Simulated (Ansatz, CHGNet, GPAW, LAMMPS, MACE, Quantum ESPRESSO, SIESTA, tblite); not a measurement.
# GPAW runs on glassy 65P2O5-35BaO (mol %) (89 atoms)

How do the settings of GPAW change the result for glassy 65P2O5-35BaO (mol %) (89 atoms)? A plane-wave run serves as the yardstick.

Program: GPAW 26.7.0. Level of theory: the method is named at each step. Results are calculated unless marked as measured.

## (1) The starting structure

The cell holds 89 atoms: 22 P, 6 Ba and 61 O. Its edges and angles: a = 11.076 Å, b = 11.076 Å, c = 11.076 Å, α = 90.0°, β = 90.0°, γ = 90.0°. 89 atoms (22 P, 6 Ba, 61 O) placed at random at 3.09 g/cm³, melted at 4000 K for 10 ps at fixed volume with the Morse and Coulomb pair potential with partial charges (Pedone, Malavasi, Menziani, Cormack and Segre, J. Phys. Chem. B 110, 11780 (2006)). Quenched from 4000 K to 300 K at 10 K/ps and fixed volume, held 10 ps at zero pressure.

The yardstick, on the same geometry:

```
method                                           : Kohn-Sham DFT, PBE, SSSP efficiency 1.3.0 pseudopotentials, plane waves (Quantum ESPRESSO 7.5); sssp-pbe-1.3.0-efficiency, cutoffs 60/480 Ry, Γ point
r.m.s. force component                           : 1.49 eV/Å
longest force                                    : 7.722 eV/Å
pressure                                         : 2.577 GPa
gap (highest filled to lowest empty level) : 0.53 eV
time                                             : 7.1 min on 4 MPI ranks of Arm Neoverse V1, shared host
CPU time                                         : 28 min
```

## (2) PBE, LCAO dzp, h 0.18 Å

Method: Kohn-Sham DFT, PBE, PAW, atomic orbitals (dzp).

The input, run.py:

```python
import numpy as np
from ase.io import read
from gpaw import GPAW, FermiDirac

atoms = read("structure.xyz")
atoms.calc = GPAW(
    mode="lcao",
    basis="dzp",
    h=0.18,
    xc="PBE",
    kpts={"size": (1, 1, 1), "gamma": True},
    occupations=FermiDirac(0.05),
    maxiter=200,
    symmetry={"point_group": False},
    txt="gpaw.txt",
)
energy = atoms.get_potential_energy(force_consistent=True)
forces = atoms.get_forces()
print(f"energy {energy:.6f} eV")
print("forces (eV/A)")
for i, (a, f) in enumerate(zip(atoms, forces)):
    print(f"{i:4d} {a.symbol:2s} {f[0]:10.5f} {f[1]:10.5f} {f[2]:10.5f}")
print(f"Fermi level {atoms.calc.get_fermi_level():.4f} eV")
for k in range(len(atoms.calc.get_ibz_k_points())):
    for s in range(atoms.calc.get_number_of_spins()):
        e = atoms.calc.get_eigenvalues(kpt=k, spin=s)
        n = np.searchsorted(e, atoms.calc.get_fermi_level())
        print(f"k {k} spin {s} levels about the Fermi level:", np.round(e[max(n - 6, 0):n], 4).tolist(), "|", np.round(e[n:n + 6], 4).tolist())
```

The input, structure.xyz:

```xyz
89
Lattice="11.07620 0.00000 0.00000 0.00000 11.07620 0.00000 0.00000 0.00000 11.07620" Properties=species:S:1:pos:R:3 pbc="T T T"
P 10.05974 9.28739 0.47041
P 6.02279 6.18639 9.83766
P 2.74546 8.33938 0.54739
P 5.44417 9.33591 4.31352
P 4.64403 0.35189 8.00698
P 7.29124 10.68023 0.81454
P 3.26549 4.85570 10.42403
P 0.66956 9.60307 7.07459
P 2.76805 1.89481 9.95761
P 1.98862 7.29744 8.83936
P 5.19507 3.29085 2.16241
P 6.69977 1.04404 3.69059
P 9.45907 1.95307 4.83952
P 0.32276 1.48476 7.98871
P 2.42248 8.92897 4.54756
P 2.50411 0.20657 1.46660
P 10.17327 6.67075 9.90511
P 5.68120 8.08718 1.28141
P 0.02570 1.70596 2.26265
P 7.07082 5.76583 2.76296
P 6.05979 2.49392 6.61116
P 9.78228 8.88721 3.50672
Ba 7.59584 8.86727 7.60071
Ba 8.77556 5.67677 6.22549
Ba 0.82817 5.65817 2.43422
Ba 4.58931 5.99477 5.89642
Ba 2.71611 2.04079 4.88305
Ba 8.43298 2.97119 10.42281
O 1.56828 9.43017 5.70347
O 10.64113 1.76311 3.75251
O 7.20806 0.16116 2.25844
O 7.26300 3.30979 6.96870
O 2.36001 5.78432 9.61126
O 2.68421 8.03933 10.09773
O 4.73541 3.30481 6.74950
O 9.70851 1.18670 6.09656
O 9.20831 3.46375 4.77606
O 1.53760 8.80093 8.06148
O 3.92253 1.21672 9.11516
O 8.63855 9.95329 0.49610
O 8.53178 5.67965 2.47099
O 0.69858 0.01584 7.49704
O 2.87804 3.42930 10.03736
O 6.94932 0.65981 10.92844
O 9.13288 6.58513 8.80934
O 4.12544 7.96589 1.07605
O 1.94620 9.58280 3.28786
O 8.14189 1.39228 4.10130
O 9.94211 1.43614 1.36082
O 5.95157 7.39248 10.86520
O 2.78721 6.88330 7.63693
O 1.47435 1.62576 9.10951
O 5.47629 8.80536 2.90495
O 9.82392 7.95891 10.72863
O 4.84030 3.10632 0.75451
O 10.36699 9.04283 7.19211
[... 29 atom lines left out ...]
O 0.71486 2.47188 6.92994
O 10.13627 1.53837 8.78309
O 3.04130 5.26585 0.76969
O 10.37818 5.40840 10.69762
```

Started as:

```console
$ OMP_NUM_THREADS=1 python run.py > output.txt
```

The log of the run:

```text
energy -558.562386 eV
forces (eV/A)
   0 P     1.96242    0.59610    1.75904
   1 P     1.08757   -0.54190    0.54636
   2 P    -3.70894    0.31457   -0.64295
   3 P    -0.68441   -0.44850   -1.22176
   4 P    -1.71892   -3.72850   -2.83011
   5 P     0.56387    1.10435    2.62026
   6 P     0.60733    6.74211    3.43340
   7 P    -0.00629   -2.54473   -0.26549
   8 P    -0.82183   -2.46246   -3.51816
   9 P    -0.19403    0.02865   -0.95448
  10 P    -0.68962    2.48781   -0.23480
  11 P     1.16660    0.24584    0.15648
  12 P     0.04466    1.10893    1.83309
  13 P    -1.90884    1.03844   -1.56615
  14 P    -2.49986   -1.43699   -4.97618
  15 P     0.62959   -0.35441    3.20880
  16 P     0.04393   -2.29331   -0.39243
  17 P     1.97202    0.44379    0.81879
  18 P    -3.50086    3.00229   -2.73540
  19 P     3.40673   -2.38527    2.38217
  20 P    -1.57019    3.28974   -0.68664
  21 P    -3.41513    1.84864    3.28073
  22 Ba    0.02767    0.92783    0.37165
  23 Ba    0.29940   -1.29498   -1.37703
[...]
81 O     1.19983    1.60900    0.66392
  82 O     1.32987   -0.09034    0.88541
  83 O     4.25135   -0.66727    2.47067
  84 O     0.09785    1.30823   -0.90106
  85 O     1.24090    1.18557   -1.03570
  86 O    -1.36002    0.18634    0.92393
  87 O    -0.40163   -0.93456    1.83759
  88 O    -0.04470   -0.82431    1.35470
Fermi level 5.4941 eV
k 0 spin 0 levels about the Fermi level: [3.0518, 3.3529, 3.5264, 4.0838, 4.6565, 5.329] | [5.6592, 6.0895, 6.4083, 6.5495, 6.8659, 7.0564]
```

gpaw.txt:

```text
Input parameters:
  mode=LCAO(),
  basis={'default': 'dzp'},
  h=0.18,
  kpts=MonkhorstPack(size=(1, 1, 1), gamma=True),
  maxiter=200,
  occupations=Occupations(name='fermi-dirac', width=0.05, fixmagmom=False),
  symmetry=Symmetry(point_group=False),
  xc=XC(name='PBE')
Unit cell  # Å
| periodic |         x |         y |         z |   lengths |    angles |
|----------|-----------|-----------|-----------|-----------|-----------|
|      yes | 11.076200 |  0.000000 |  0.000000 | 11.076200 | 90.000000 |
|      yes |  0.000000 | 11.076200 |  0.000000 | 11.076200 | 90.000000 |
|      yes |  0.000000 |  0.000000 | 11.076200 | 11.076200 | 90.000000 |
Number of symmetries: 1
Symmetry operations  # r_c * U_cc + t_c -> r_c
|   | kind |            matrix            |
|---|------|------------------------------|
| 0 |  E   |  1, 0, 0,  0, 1, 0,  0, 0, 1 |
BZ-sampling:
  Number of BZ points: 1
  Number of IBZ points: 1
  Monkhorst-Pack size: [1, 1, 1]
  Monkhorst-Pack shift: [0, 0, 0]
[... lines left out ...]
  Fermi-Dirac:
[... lines left out ...]
    Stencil: 6*3+1=19 point O(h^6) finite-difference Laplacian
xc functional:
  name: PBE with 2 nearest neighbor stencil
interpolation: tri-quintic # 5. degree polynomial
Initialization done in: 11.610 s
convergence criteria:
- Maximum [total energy] change in last 3 cyles: 0.0005 eV / valence electron
- Maximum integral of absolute [dens]ity change: 0.0001 electrons / valence electron
- Maximum integral of absolute [eigenst]ate change: 4e-08 eV^2 / valence electron
maximum number of iterations: 200
SCF iterations
|iter     |      energy | eigst |  dens |
|---------|-------------|-------|-------|
|iter:   1| -631.518826 |      c|       |
|iter:   2| -613.592093 |      c| -0.83 |
|iter:   3| -558.593798 |      c| -0.87 |
|iter:   4| -558.650576 |      c| -1.50 |
|iter:   5| -559.192125 |      c| -1.80 |
|iter:   6| -558.736457 |      c| -1.96 |
|iter:   7| -558.700651 |      c| -2.28 |
|iter:   8| -558.632304c|      c| -2.65 |
|iter:   9| -558.598756c|      c| -2.96 |
|iter:  10| -558.563371c|      c| -3.10 |
|iter:  11| -558.544967c|      c| -3.37 |
|iter:  12| -558.547148c|      c| -3.77 |
|iter:  13| -558.547044c|      c| -4.22c|
Converged in 13 steps
SCF loop duration: 185.931 s (14.302 s/step)
Energy contributions relative to reference atoms: (reference = -1656823.145927)
Energy contributions:
  Kinetic:         552.966752
  Coulomb:        -403.379931
  Zero:              8.990469
  External:          0.000000
  Xc:             -717.108991
  Entropy:          -0.030685
  Spinorbit:         0.000000
  ----------------------------
  Free energy:    -558.562386
  Extrapolated:   -558.547044
dipole moment: (-82.657004, -89.700037, 55.363662)  # |e|*Ang
Fermi level: 5.494
Eigenvalues  # (at kpt = [0.000, 0.000, 0.000])
| band index |      eig [eV] | occ [0-2] |
|------------|---------------|-----------|
|          0 |       -24.603 |     2.000 |
|        ... |               |           |
|        260 |         2.752 |     2.000 |
|        261 |         2.897 |     2.000 |
[...]
|        275 |         7.352 |     0.000 |
|        ... |               |           |
|        325 |        10.435 |     0.000 |
Gap: 0.330 eV
Transition (v -> c):
  (s=0, k=0, n=267, [0.00, 0.00, 0.00]) -> (s=0, k=0, n=268, [0.00, 0.00, 0.00])
No difference between direct/indirect transitions
Force computation time: 33.883  # s
timing:  # [seconds]
  Total:  231.455  # ━━━━━━━━━━━━━━━━━━━━━━━━━━━━━━━━━━━━━━━━━━━━━━━━━━━━━━━━
  Init:    11.609  # ━━━
  SCF:    185.931  # ━━━━━━━━━━━━━━━━━━━━━━━━━━━━━━━━━━━━━━━━━━━━━
  Forces:  33.883  # ━━━━━━━━
```

It took 3.9 min on 1 thread of Arm Neoverse V1, shared host; peak memory 1.5 GiB.

Banners, paths, timers and routine set-up lines are dropped from the logs unmarked, and long logs keep their key lines alone; longer cuts are marked.

Compared with the plane-wave run:

```yaml
r_m_s_force_component: 1.736 eV/Å
r_m_s_difference_of_force_components: 493.8 meV/Å
longest_difference_of_force_vectors: 1494 meV/Å
force_difference_over_r_m_s_force: 33.13 %
slope_of_forces_against_the_reference_s: 1.124
correlation_of_force_components: 0.9646
spacing_of_highest_filled_and_lowest_empty_level: 0.3302 eV
gap_difference: -0.1998 eV
```

This run lies far from the reference in forces at the same functional.

Length of the force difference by element (eV/Å):

| element | atoms | mean | most |
| --- | --- | --- | --- |
| Ba | 6 | 0.11 | 0.20 |
| O | 61 | 0.93 | 1.5 |
| P | 22 | 0.25 | 0.43 |

Levels nearest the highest filled one (eV from it): -2.28, -1.98, -1.80, -1.25, -0.67, 0.00, 0.33, 0.76, 1.08, 1.22, 1.54, 1.73.

A closer look about P7, which bears the longest force: 10 atoms, nearest first, numbered in the order of the input, with positions taken from that point.

| atom | x | y | z | distance (Å) | bonds | Fx | Fy | Fz (eV/Å) |
| --- | --- | --- | --- | --- | --- | --- | --- | --- |
| P7 | 0.00 | 0.00 | 0.00 | 0.00 | 4 | 0.61 | 6.74 | 3.43 |
| O88 | -0.22 | 0.41 | 1.42 | 1.50 | 2 | -0.40 | -0.93 | 1.84 |
| O43 | -0.39 | -1.43 | -0.39 | 1.53 | 2 | -0.31 | -2.57 | -1.53 |
| O33 | -0.91 | 0.93 | -0.81 | 1.53 | 2 | -1.42 | -2.08 | -1.06 |
| O73 | 1.44 | 0.54 | -0.35 | 1.58 | 2 | -1.81 | -2.50 | -0.44 |
| O55 | 1.57 | -1.75 | 1.41 | 2.74 | 1 | 0.26 | -1.23 | -3.18 |
| P9 | -0.50 | -2.96 | -0.47 | 3.04 | 4 | -0.82 | -2.46 | -3.52 |
| P2 | 2.76 | 1.33 | -0.59 | 3.12 | 4 | 1.09 | -0.54 | 0.55 |
| P10 | -1.28 | 2.44 | -1.58 | 3.18 | 5 | -0.19 | 0.03 | -0.95 |
| O34 | -0.58 | 3.18 | -0.33 | 3.25 | 2 | 2.21 | 2.18 | -1.08 |

Atoms are counted from 1 here, from 0 in the log.

Forces lie 33 % from the reference's, at 0.14 times its CPU time (on 1 against 4 cores).

The difference per atom is largest on O (0.93 eV/Å on average, against 0.25 on P).

## (3) PBE, LCAO dzp, h 0.18 Å, other mixer settings

Method: Kohn-Sham DFT, PBE, PAW, atomic orbitals (dzp).

run.py, as its differences from that of step 2:

```diff
@@ -2,3 +2,4 @@
 from ase.io import read
-from gpaw import GPAW, FermiDirac
+from gpaw import GPAW, FermiDirac, Mixer
+from ase.parallel import parprint as print
 
@@ -12,2 +13,3 @@
     occupations=FermiDirac(0.05),
+    mixer=Mixer(0.1, 5, 50),
     maxiter=200,
```

structure.xyz is that of step 2.

Started as:

```console
$ OMP_NUM_THREADS=1 mpirun -np 2 gpaw python run.py > output.txt
```

The log of the run:

```text
energy -558.562385 eV
forces (eV/A)
   0 P     1.96264    0.59726    1.75268
   1 P     1.09023   -0.54125    0.54444
   2 P    -3.70960    0.31194   -0.64204
   3 P    -0.68173   -0.44625   -1.21964
   4 P    -1.71619   -3.73179   -2.83217
   5 P     0.56377    1.10499    2.61848
[...]
86 O    -1.36308    0.18630    0.92432
  87 O    -0.40307   -0.93106    1.84401
  88 O    -0.04480   -0.82696    1.35764
Fermi level 5.4932 eV
k 0 spin 0 levels about the Fermi level: [3.0519, 3.3517, 3.5251, 4.0826, 4.6552, 5.3272] | [5.6591, 6.0893, 6.4083, 6.5493, 6.8659, 7.0564]
```

gpaw.txt:

```text
Input parameters:
  mode=LCAO(),
  basis={'default': 'dzp'},
  h=0.18,
  kpts=MonkhorstPack(size=(1, 1, 1), gamma=True),
  maxiter=200,
[... lines left out ...]
  occupations=Occupations(name='fermi-dirac', width=0.05, fixmagmom=False),
[... lines left out ...]
  Fermi-Dirac:
[... lines left out ...]
convergence criteria:
- Maximum [total energy] change in last 3 cyles: 0.0005 eV / valence electron
[... lines left out ...]
Converged in 16 steps
[... lines left out ...]
  Free energy:    -558.562385
[... lines left out ...]
Fermi level: 5.493
[... lines left out ...]
|        ... |               |           |
|        260 |         2.752 |     2.000 |
|        261 |         2.897 |     2.000 |
[...]
|        275 |         7.352 |     0.000 |
|        ... |               |           |
|        325 |        10.435 |     0.000 |
Gap: 0.332 eV
Transition (v -> c):
  (s=0, k=0, n=267, [0.00, 0.00, 0.00]) -> (s=0, k=0, n=268, [0.00, 0.00, 0.00])
No difference between direct/indirect transitions
Force computation time: 16.667  # s
```

Wall time 2.5 min (2 MPI ranks); peak memory 1.8 GiB.

Against the reference:

- r.m.s. force component: 1.736 eV/Å
- r.m.s. difference of force components: 494.2 meV/Å
- longest difference of force vectors: 1497 meV/Å
- force difference over r.m.s. force: 33.16 %
- slope of forces against the reference's: 1.124
- correlation of force components: 0.9645
- gap (highest filled to lowest empty level): 0.3319 eV
- gap difference: -0.1981 eV
- energy less the same-level run's: 0 meV/atom
- r.m.s. force difference from the same-level run: 2.876 meV/Å

This run lies far from the reference in forces at the same functional.

Against the first run (33 %), the force difference from the reference is 33 %, at 1.3 times the CPU time (on 2 against 1 cores): another solver or mixer reaches the same state.

The difference per atom is largest on O (0.93 eV/Å on average, against 0.25 on P).

## (4) PBE, LCAO dzp, h 0.22 Å

Method: Kohn-Sham DFT, PBE, PAW, atomic orbitals (dzp).

run.py, as its differences from that of step 3:

```diff
@@ -2,4 +2,3 @@
 from ase.io import read
-from gpaw import GPAW, FermiDirac, Mixer
-from ase.parallel import parprint as print
+from gpaw import GPAW, FermiDirac
 
@@ -9,3 +8,3 @@
     basis="dzp",
-    h=0.18,
+    h=0.22,
     xc="PBE",
@@ -13,3 +12,2 @@
     occupations=FermiDirac(0.05),
-    mixer=Mixer(0.1, 5, 50),
     maxiter=200,
```

structure.xyz is that of step 3.

Started as:

```console
$ OMP_NUM_THREADS=1 python run.py > output.txt
```

The log of the run:

```text
energy -548.391671 eV
forces (eV/A)
   0 P     1.96295    0.58722    1.74812
   1 P     1.07507   -0.54149    0.52838
   2 P    -3.71450    0.30504   -0.65268
   3 P    -0.68769   -0.43788   -1.22993
   4 P    -1.70051   -3.73178   -2.81554
   5 P     0.56253    1.10534    2.62944
[...]
86 O    -1.48808    0.43704    1.11324
  87 O    -0.18983   -1.13132    1.74199
  88 O    -0.20154   -0.74967    1.53529
Fermi level 5.4968 eV
k 0 spin 0 levels about the Fermi level: [3.0585, 3.3557, 3.5288, 4.0876, 4.6605, 5.332] | [5.6616, 6.0929, 6.412, 6.5513, 6.8702, 7.0588]
```

gpaw.txt:

```text
Input parameters:
  mode=LCAO(),
  basis={'default': 'dzp'},
  h=0.22,
  kpts=MonkhorstPack(size=(1, 1, 1), gamma=True),
  maxiter=200,
  occupations=Occupations(name='fermi-dirac', width=0.05, fixmagmom=False),
[... lines left out ...]
  Fermi-Dirac:
[... lines left out ...]
convergence criteria:
- Maximum [total energy] change in last 3 cyles: 0.0005 eV / valence electron
[... lines left out ...]
Converged in 13 steps
[... lines left out ...]
  Free energy:    -548.391671
[... lines left out ...]
Fermi level: 5.497
[... lines left out ...]
|        ... |               |           |
|        325 |        10.438 |     0.000 |
Gap: 0.330 eV
Transition (v -> c):
  (s=0, k=0, n=267, [0.00, 0.00, 0.00]) -> (s=0, k=0, n=268, [0.00, 0.00, 0.00])
No difference between direct/indirect transitions
Force computation time: 23.593  # s
timing:  # [seconds]
  Total:  165.634  # ━━━━━━━━━━━━━━━━━━━━━━━━━━━━━━━━━━━━━━━━━━━━━━━━━━━━━━━━
  Init:     9.789  # ━━━╸
  SCF:    132.222  # ━━━━━━━━━━━━━━━━━━━━━━━━━━━━━━━━━━━━━━━━━━━━╸
  Forces:  23.593  # ━━━━━━━━
```

The job ended after 2.8 min (1 thread; peak memory 1.1 GiB).

Numbers from this run, and their distance from the reference:

- r.m.s. force component: 1.731 eV/Å
- r.m.s. difference of force components: 503.3 meV/Å
- longest difference of force vectors: 1574 meV/Å
- force difference over r.m.s. force: 33.77 %
- slope of forces against the reference's: 1.117
- correlation of force components: 0.9621
- gap (highest filled to lowest empty level): 0.3296 eV
- gap difference: -0.2004 eV
- energy less the same-level run's: 114.3 meV/atom
- r.m.s. force difference from the same-level run: 113.5 meV/Å

This is a coarse setting, run to see what it loses.

Against the first run (33 %), the force difference from the reference is 34 %, at 0.72 times the CPU time: the change moves forces by 114 meV/Å r.m.s., so most of the difference comes from elsewhere.

The difference per atom is largest on O (0.93 eV/Å on average, against 0.25 on P). The forces add up to 0.67 eV/Å instead of zero, usually a sign of too coarse a grid.

(Continued in part 2 of 2.)

[Also dropped from logs without a mark: logging warnings of Python, and SIESTA's first energy breakdown and zero terms.]

[Logs are printed without paths, hosts, clocks, repeated set-up lines and the standing remarks that a program may print on its own settings, such as how far it seeks lower states.]

[Hosts, paths, dates, database ids (printed as entryN), source tags and the programs' standing remarks are cut or masked in the printed files.]
